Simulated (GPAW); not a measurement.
# Surface energy and work function of Na(110) from slabs of 3 to 12 layers (LDA)

How do energy and work function of Na(110) films settle with thickness, and what surface energy follows?

Set-up. GPAW 26.7.0, plane waves at 450 eV with PAW setups; symmetric 1×1 slabs cut at the tabulated lattice constant (two decimals; low-temperature values for the alkali metals), atoms at bulk places, 7.5 Å of vacuum on each side, one in-plane mesh for all thicknesses, Fermi-Dirac smearing of 0.1 eV. Energies are extrapolated to zero smearing and count from the program's reference atoms. Functional LDA. The cell's area is 12.652 Å².

Results, with one row withheld:

```
layers  energy (eV)  work function (eV)
     3      −3.9986                3.04
     4      −5.4506                3.00
     5      −6.9129                2.97
     6      −8.3710                2.95
     7      −9.8352                2.95
     8     −11.2897                2.96
     9     −12.7523                2.96
    10     −14.2068                2.97
    11     −15.6645                2.96
    12            ?                   ?
```

**Question.** What surface energy do these runs give, and what energy and work function should the 12-layer slab have?

**Working.** A slab of n layers has E(n) = nε + 2Aγ once its middle is bulk-like. A line through n = 6 to 11 has the slope ε = −1.4584 eV a layer and the intercept 2Aγ = 0.3767 eV (r.m.s. residual 2.3 meV). So γ = 0.3767 / (2 × 12.652 Å²) = 0.0149 eV/Å² = 0.24 J/m², with a standard error of under 0.01 J/m² from the scatter about the line. For 12 layers: 0.3767 + 12 × (−1.4584) = −17.124 eV; the run gives −17.124 eV, 0.5 meV over the line. The work function has no such law: from 6 to 11 layers it moves between 2.95 and 2.97 eV (mean 2.96), and the 12-layer slab gives 2.96 eV. The thinnest slab, 3 layers, lies +0.08 eV from that mean.

**Limits.** The surfaces are unrelaxed, so γ is an upper bound for this functional and lattice constant. The tabulated lattice constant isn't the functional's own, which strains the slab a little.

[Logs are printed without paths, hosts, clocks, repeated set-up lines and the standing remarks that a program may print on its own settings, such as how far it seeks lower states.]
